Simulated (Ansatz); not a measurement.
# TlSe3F (built on the sites of a database entry of TlIO3): a soft mode frozen in

Aim: this structure of TlSe3F (built on the sites of a database entry of TlIO3) is to be tested for unstable modes, and one is followed downhill.

Calculated with Ansatz 0.2.0; DFT PBEsol, scalar-relativistic, plane waves, PAW.

Most raw output is cut from this account.

The structure was built from a prototype and need not be the compound's stable phase.

## Step 1: Starting point

Symmetry: R3m, No. 160, trigonal system. Conventional cell: a = 6.857 Å, b = 6.857 Å, c = 8.884 Å, α = 90.00°, β = 90.00°, γ = 120.00°. Tl has 1 F at 2.39 Å nearest. Nearest to F lie 1 Tl at 2.39 Å. Se has 2 Se at 2.41 Å nearest. Farther neighbours and most contacts between anions are not listed.

Structure file:

```cif
data_structure
_symmetry_space_group_name_H-M 'P 1'
_symmetry_Int_Tables_number 1
_cell_length_a 4.9439
_cell_length_b 4.9439
_cell_length_c 4.9439
_cell_angle_alpha 87.814
_cell_angle_beta 87.814
_cell_angle_gamma 87.814
_cell_volume 120.58
loop_
_atom_site_label
_atom_site_type_symbol
_atom_site_fract_x
_atom_site_fract_y
_atom_site_fract_z
_atom_site_occupancy
Tl1 Tl 0.89547 0.89547 0.89547 1
F2 F 0.62689 0.62689 0.62689 1
Se3 Se 0.03724 0.38905 0.38905 1
Se4 Se 0.38905 0.03724 0.38905 1
Se5 Se 0.38905 0.38905 0.03724 1
```

## Step 2: Response at finite wavevector

The cell comes from relaxations at this level that are not shown. Stability and thermal properties need the whole zone. Linear response on a 2×2×2 q mesh gives force constants as far as a supercell of that size would, and the tensors from the zone-centre run are typed in so that the long-range dipole term is interpolated apart.

input.yaml reads:

```yaml
crystal:
  lattice:
    - [3.4285232222, 1.9794570636, 2.961194869]
    - [-3.4285232222, 1.9794570636, 2.961194869]
    - [0.0, -3.9589193521, 2.9611913764]
  atoms:
    - { symbol: Tl, position: [-0.104526883, -0.104526883, -0.104526883] }
    - { symbol: F, position: [0.6268922782, 0.6268922782, 0.6268922782] }
    - { symbol: Se, position: [1.0372437745, 0.3890454202, 0.3890454202] }
    - { symbol: Se, position: [0.3890454202, 1.0372437745, 0.3890454202] }
    - { symbol: Se, position: [0.3890454202, 0.3890454202, 1.0372437745] }
kpoints:
  mp_grid: { grid: [6, 6, 6] }
hamiltonian:
  xc: pbesol
scf:
  occupations: { method: fixed }
output:
  eigenvalues: true
phonons:
  method: dfpt
  qmesh: [2, 2, 2]
  temperatures: { t_max: 1000, t_step: 50 }
  qpath:
    path:
      - [[0.0, 0.0, 0.0], [0.5, 0.5, 0.5], [0.53543502, 0.46456498, 0.5]]
      - [[0.5, -0.46456498, 0.46456498], [0.5, 0.0, 0.0], [0.0, 0.0, 0.0], [0.48228249, -0.48228249, 0.0]]
      - [[0.51771751, 0.0, 0.48228249], [0.5, 0.0, 0.5], [0.0, 0.0, 0.0]]
    npoints: 10
  non_analytic_term:
    high_frequency_dielectric_tensor: [[13.0475, 0.0, 0.0], [0.0, 13.0475, 0.0], [0.0, 0.0, 17.5011]]
    born_effective_charges:
      - { species: Tl, tensor: [[1.7195, 0.0, 0.0], [0.0, 1.7195, 0.0], [0.0, 0.0, 3.5285]] }
      - { species: F, tensor: [[-2.4101, 0.0, 0.0], [0.0, -2.4101, 0.0], [0.0, 0.0, -1.9232]] }
      - { species: Se, tensor: [[0.8445, 1.064, 0.8167], [1.064, -0.3841, 0.4715], [1.8943, 1.0937, -0.5351]] }
      - { species: Se, tensor: [[0.8445, -1.064, -0.8167], [-1.064, -0.3841, 0.4715], [-1.8943, 1.0937, -0.5351]] }
      - { species: Se, tensor: [[-0.9984, 0.0, 0.0], [0.0, 1.4588, -0.943], [0.0, -2.1874, -0.5351]] }
    source: "zone-centre run at this cell"
```

Launch:

```bash
> ansatz run input.yaml --threads 8 --pin off --max-ram 14336MiB --backend cpu --events-out ev --progress --plain --runs-dir out
```

Run time: 67 s. Hardware: 8 threads of AMD EPYC 9R45, shared host; peak memory 1.8 GiB; 8.3 min of CPU time.

This step gave:

- gap on the k-mesh: 0.2787 eV
- volume per atom: 24.12 Å³
- sum-rule residual before enforcement: 2.01e-5 eV/Å²
- lowest frequency on the path: -52.29 cm⁻¹
- point group: 3m
- highest frequency on the path or at a solved wavevector: 309.8 cm⁻¹
- highest optical mode at the zone centre (no LO-TO term): 296.6 cm⁻¹
- lowest optical zone-centre mode: 18.88 cm⁻¹
- lowest mode on the q mesh (acoustic modes at Γ apart): -52.29 cm⁻¹

Frequencies (cm⁻¹) solved at each irreducible wavevector; negative means imaginary. Frequencies by wavevector, by row:

```csv
q in reciprocal lattice units,star,mode 1,mode 2,mode 3,mode 4,mode 13,mode 14,mode 15
0 0 0,1,0,0,0,18.9,194.3,237.3,296.6
0 0 -0.5,3,-52.3,-14.9,19.4,23.1,194.2,262.2,280.8
0 -0.5 -0.5,3,-39.8,-32.5,17.5,28.2,198.9,250.3,287.7
-0.5 -0.5 -0.5,1,-39.7,24.2,24.2,26.2,201.8,243.9,298.5
```

Interpolated from a 2×2×2 q mesh, with the LO-TO term (at Γ the limit along the path; where Γ stands inside the path, tables give the limit on arrival). The phonon branches at the labelled points (cm⁻¹):

| point | branch 1 | branch 2 | branch 3 | branch 4 | branch 12 | branch 13 | branch 14 | branch 15 |
| --- | --- | --- | --- | --- | --- | --- | --- | --- |
| Γ | 0 | 0 | 0 | 19 | 194 | 194 | 241 | 310 |
| halfway | 10 | 18 | 18 | 30 | 198 | 198 | 247 | 299 |
| T | -40 | 24 | 24 | 26 | 202 | 202 | 244 | 298 |
| halfway | -40 | 24 | 24 | 25 | 202 | 202 | 244 | 298 |
| H2 | -40 | 21 | 24 | 25 | 202 | 202 | 244 | 298 |
| jump to H0 | -40 | 21 | 24 | 25 | 202 | 202 | 244 | 298 |
| halfway | -38 | -26 | 20 | 25 | 196 | 199 | 252 | 287 |
| L | -52 | -15 | 19 | 23 | 193 | 194 | 262 | 281 |
| halfway | -36 | 9 | 13 | 27 | 194 | 194 | 248 | 294 |
| Γ | 0 | 0 | 0 | 19 | 194 | 194 | 239 | 302 |
| halfway | -45 | -9 | 20 | 27 | 192 | 197 | 254 | 283 |
| S0 | -40 | -32 | 18 | 28 | 198 | 199 | 250 | 288 |
| jump to S2 | -40 | -32 | 18 | 28 | 198 | 199 | 250 | 288 |
| halfway | -40 | -32 | 18 | 28 | 198 | 199 | 250 | 288 |
| F | -40 | -32 | 18 | 28 | 198 | 199 | 250 | 288 |
| halfway | -25 | -8 | 18 | 26 | 195 | 196 | 248 | 296 |
| Γ | 0 | 0 | 0 | 19 | 194 | 194 | 240 | 306 |

Symmetry leaves 4 wavevectors to solve. The lowest mode among them, the acoustic zeros apart, lies at q = (0, 0, -0.5) and is imaginary, 52.3i cm⁻¹, so the energy falls along it.

## Step 3: The mode frozen in, largest atomic shift 0 Å

The mode followed lies at q = (0, 0, -0.5) with frequency 52.3i cm⁻¹, the softest among the wavevectors solved. At small amplitude the distorted cell has space group no. 9 by a symmetry search on the positions. The undistorted cell that holds it gives the zero of energy on the same k mesh.

System of this step: TlSe3F (built on the sites of a database entry of TlIO3). It takes space group R3m (No. 160, trigonal). Conventional cell: a = 6.857 Å, b = 6.857 Å, c = 8.884 Å, α = 90.00°, β = 90.00°, γ = 120.00°. Nearest to Tl lie 1 F at 2.39 Å. Nearest to F lie 1 Tl at 2.39 Å. Nearest to Se lie 2 Se at 2.41 Å. Se has 2 Se at 2.41 Å nearest. Farther neighbours and most contacts between anions are not listed.

input.yaml reads:

```yaml
crystal:
  lattice:
    - [3.4285232222, 1.9794570636, 2.961194869]
    - [-3.4285232222, 1.9794570636, 2.961194869]
    - [0.0, -7.9178387042, 5.9223827528]
  atoms:
    - { symbol: Tl, position: [0.895473117, 0.895473117, 0.4477365585] }
    - { symbol: Tl, position: [0.895473117, 0.895473117, 0.9477365585] }
    - { symbol: F, position: [0.6268922782, 0.6268922782, 0.3134461391] }
    - { symbol: F, position: [0.6268922782, 0.6268922782, 0.8134461391] }
    - { symbol: Se, position: [0.0372437745, 0.3890454202, 0.1945227101] }
    - { symbol: Se, position: [0.0372437745, 0.3890454202, 0.6945227101] }
    - { symbol: Se, position: [0.3890454202, 0.0372437745, 0.1945227101] }
    - { symbol: Se, position: [0.3890454202, 0.0372437745, 0.6945227101] }
    - { symbol: Se, position: [0.3890454202, 0.3890454202, 0.0186218872] }
    - { symbol: Se, position: [0.3890454202, 0.3890454202, 0.5186218872] }
kpoints:
  mp_grid: { grid: [6, 6, 4] }
hamiltonian:
  xc: pbesol
scf:
  occupations: { method: gaussian, width: 0.02 }
output:
  forces: true
  stress: true
  eigenvalues: true
```

Run time: 2.8 s. Hardware: 8 threads; peak memory 1.6 GiB.

Numbers from this step:

* pressure: 0.001465 GPa
* gap on the k-mesh: 0.2786 eV
* energy from the undistorted cell: 0 meV/atom

The run ends at a pressure of 0.00 GPa, with forces up to 5.8e-4 eV/Å.

## Step 4: The mode frozen in, largest atomic shift 0.45 Å

The atoms are moved along the unstable eigenvector, the largest shift by 0.45 Å, with the cell fixed.

input.yaml reads:

```yaml
crystal:
  lattice:
    - [3.4285232222, 1.9794570636, 2.961194869]
    - [-3.4285232222, 1.9794570636, 2.961194869]
    - [0.0, -7.9178387042, 5.9223827528]
  atoms:
    - { symbol: Tl, position: [0.9006652011, 0.890281033, 0.4477365585] }
    - { symbol: Tl, position: [0.890281033, 0.9006652011, 0.9477365585] }
    - { symbol: F, position: [0.5612663555, 0.6925182009, 0.3134461391] }
    - { symbol: F, position: [0.6925182009, 0.5612663555, 0.8134461391] }
    - { symbol: Se, position: [0.021716367, 0.3796979243, 0.1888783261] }
    - { symbol: Se, position: [0.0527711819, 0.3983929161, 0.7001670941] }
    - { symbol: Se, position: [0.3983929161, 0.0527711819, 0.2001670941] }
    - { symbol: Se, position: [0.3796979243, 0.021716367, 0.6888783261] }
    - { symbol: Se, position: [0.374554522, 0.4035363185, 0.0186218872] }
    - { symbol: Se, position: [0.4035363185, 0.374554522, 0.5186218872] }
kpoints:
  mp_grid: { grid: [6, 6, 4] }
hamiltonian:
  xc: pbesol
scf:
  occupations: { method: gaussian, width: 0.02 }
output:
  forces: true
  stress: true
  eigenvalues: true
```

Elapsed: 3 s, on 8 threads; peak memory 1.5 GiB; 23 s of CPU time.

Numbers from this step:

| Item | Value |
| --- | --- |
| pressure | 0.5634 GPa |
| gap on the k-mesh | 0.2461 eV |
| energy from the undistorted cell | -3.8 meV/atom |

The energy, extrapolated to zero smearing, is -3.80 meV/atom against the undistorted cell.

The run ends at a pressure of 0.56 GPa, with forces up to 0.16 eV/Å.

## Step 5: Energy along the mode, all amplitudes (two of the runs are shown above)

An imaginary frequency means negative curvature, so the energy should fall and then rise again as anharmonic terms take over.

This step gave:

* depth at the lowest point sampled: 3.8 meV/atom
* largest atomic shift at that point: 0.45 Å

Table of energy from the parent by largest atomic shift:

| largest atomic shift (Å) | energy from the parent (meV/atom) |
| --- | --- |
| 0.000 | 0 |
| 0.040 | -0.053 |
| 0.080 | -0.212 |
| 0.140 | -0.631 |
| 0.220 | -1.46 |
| 0.320 | -2.69 |
| 0.450 | -3.8 |
| 0.600 | -2.17 |

Displacement at unit largest shift by atom:

```csv
atom,x (Å),y (Å),z (Å),size
Tl1,0.08,0.00,0.00,0.08
Tl2,-0.08,0.00,0.00,0.08
F3,-1.00,0.00,0.00,1.00
F4,1.00,0.00,0.00,1.00
Se5,-0.05,-0.01,-0.24,0.24
Se6,0.05,0.01,0.24,0.24
Se7,-0.05,0.01,0.24,0.24
Se8,0.05,-0.01,-0.24,0.24
Se9,-0.22,0.00,0.00,0.22
Se10,0.22,0.00,0.00,0.22
```

The lowest of the steps tried is at 0.45 Å, 3.8 meV/atom below the parent; the bottom of the well need not coincide with a step.

## Step 6: Relaxing from the distorted cell

Starting from the lowest point found, all atoms and the cell are let go, so that strain and other modes of the same symmetry can join in.

Edit input.yaml of step 4 so:

```diff
@@ -21,3 +21,3 @@
 scf:
-  occupations: { method: gaussian, width: 0.02 }
+  occupations: { method: fixed }
 output:
@@ -26 +26,6 @@
   eigenvalues: true
+relax:
+  adjacent_minimum: "off"
+  f_tol: 0.002
+  max_steps: 120
+  cell: { stress_tol: 0.03 }
```

Elapsed: 4.4 min, on 8 threads; peak memory 1.8 GiB.

Step by step (22 of 72):

| step | energy less that of the first step (eV) | largest force component (eV/Å) | pressure (GPa) | volume (Å³) |
| --- | --- | --- | --- | --- |
| 1 | 0.0000 | 0.1362 | 0.56 | 241.16 |
| 4 | -0.2871 | 0.1757 | -0.48 | 242.80 |
| 8 | -0.7406 | 0.1943 | 0.26 | 248.96 |
| 11 | -1.1515 | 0.6933 | 0.26 | 253.64 |
| 15 | -1.9649 | 0.4521 | 0.52 | 243.26 |
| 18 | -2.1221 | 0.0509 | -0.10 | 240.29 |
| 21 | -2.1470 | 0.0351 | -0.03 | 238.55 |
| 25 | -2.1494 | 0.0037 | -0.01 | 237.83 |
| 28* | -2.2285 | 0.0020 | 0.43 | 237.75 |
| 31 | -2.1325 | 1.0302 | 1.48 | 243.48 |
| 35 | -2.2704 | 0.0319 | 0.03 | 242.04 |
| 38 | -2.2742 | 0.0173 | -0.04 | 241.23 |
| 42 | -2.2757 | 0.0063 | 0.01 | 240.69 |
| 45 | -2.2756 | 0.0014 | 0.00 | 240.95 |
| 48 | -2.2957 | 0.0235 | 0.02 | 242.33 |
| 52 | -2.2982 | 0.0089 | -0.01 | 241.94 |
| 55 | -2.2985 | 0.0047 | 0.01 | 241.81 |
| 58 | -2.2986 | 0.0019 | 0.00 | 241.70 |
| 62 | -2.3009 | 0.0135 | 0.00 | 241.82 |
| 65 | -2.3011 | 0.0066 | 0.01 | 241.71 |
| 69 | -2.3012 | 0.0035 | 0.00 | 241.66 |
| 72* | -2.3012 | 0.0004 | 0.00 | 241.70 |

Relaxation steps marked * repeat the geometry before them on a plane-wave basis chosen anew for their cell, so energy and pressure can jump there. Other such steps can lie between the rows shown. Relaxation steps 31, 34, 37, 49, 61, 63, 65, 67 and 2 more were tried and not accepted.

The run keeps the 2 symmetry operations that it works with, so distortions that break them were not tested.

```
     cell as run  before   after   change
           a (Å)   4.944   4.588   -7.2 %
           b (Å)   4.944   4.588   -7.2 %
           c (Å)   9.888  12.198  +23.4 %
           α (°)   87.81   79.34   -9.7 %
           β (°)   87.81   79.34   -9.7 %
           γ (°)   87.81  100.47  +14.4 %
volume (Å³/atom)   24.12   24.17   +0.2 %
```

The atoms that moved most (Å, as changes of fractional coordinates times the final cell):

```
atom      dx      dy      dz  length
 Se5  -1.250  -0.151  -0.023   1.259
 Se8   1.250  -0.151  -0.023   1.259
Se10   0.936  -0.305   0.116   0.991
 Se9  -0.936  -0.305   0.116   0.991
  F3  -0.209  -0.716  -0.219   0.778
  F4   0.209  -0.716  -0.219   0.778
 Se7  -0.238   0.681   0.093   0.727
 Se6   0.238   0.681   0.093   0.727
```

The relaxed structure:

```
Tl F Se
1.0
     3.52648    1.23460    2.66243
    -3.52648    1.23460    2.66243
     0.00000   -9.10924    8.11290
Tl F Se
2 2 6
Cartesian
  0.5423 -1.3770 8.4342
  -0.5423 -5.9316 12.4907
  -0.6720 -2.0234 5.6616
  0.6720 -6.5780 9.7180
  -2.5127 -1.3757 2.5783
  -0.9812 -5.1397 6.9748
  0.9812 -0.5851 2.9183
  2.5127 -5.9303 6.6347
  -1.0380 0.4861 2.3383
  1.0380 -4.0685 6.3947
```

This step gave:

| Quantity | Value |
| --- | --- |
| pressure | -1.10e-4 GPa |
| gap on the k-mesh | 1.116 eV |
| volume per atom | 24.17 Å³ |

The distorted start has space group Cc; the relaxation ends in Cc.

## Step 7: Results

```
unstable mode of the parent                                                      : q = (0, 0, -0.5), 52i cm⁻¹
depth at the lowest point sampled                                                : 3.8 meV/atom
largest atomic shift at that point                                               : 0.45 Å
space group reached (within 0.01 Å)                                              : Cc
energy gained over the parent (first relaxation, on the mesh of the frozen mode) : 234 meV/atom
volume per atom, phase reached                                                   : 24.2 Å³
gap on the k-mesh, phase reached                                                 : 1.12 eV
```

From this start the structure relaxes into Cc, 234 meV/atom below the parent. At the parent's cell the well is 3.8 meV/atom deep on the steps tried, with its lowest point at a shift of 0.45 Å. Relaxing atoms and cell changes the gain by +230.12 meV/atom against the lowest step (energies at zero smearing). Most of the total comes from this relaxation. The frozen pattern makes up only 20 % of the final shifts of the atoms, so other modes or strain give most of the change. The modes of the phase reached were not computed on this path. Of the 2 patterns followed to their end from this parent, this one reaches the lowest energy. Each path keeps the symmetry of its pattern, so a lower phase may lie along a pattern not tried. The program warns that the interpolation holds no quadrupole term, so branches close to Γ can be off in this crystal. Spin-orbit coupling is left out, which can matter for the heavy elements here. The starting cell was built on a prototype and not taken from a measurement, so the phase need not exist.

[Logs are printed without paths, hosts, clocks, repeated set-up lines and the standing remarks that a program may print on its own settings, such as how far it seeks lower states.]

[Hosts, paths, dates, database ids (printed as entryN), source tags and the programs' standing remarks are cut or masked in the printed files.]
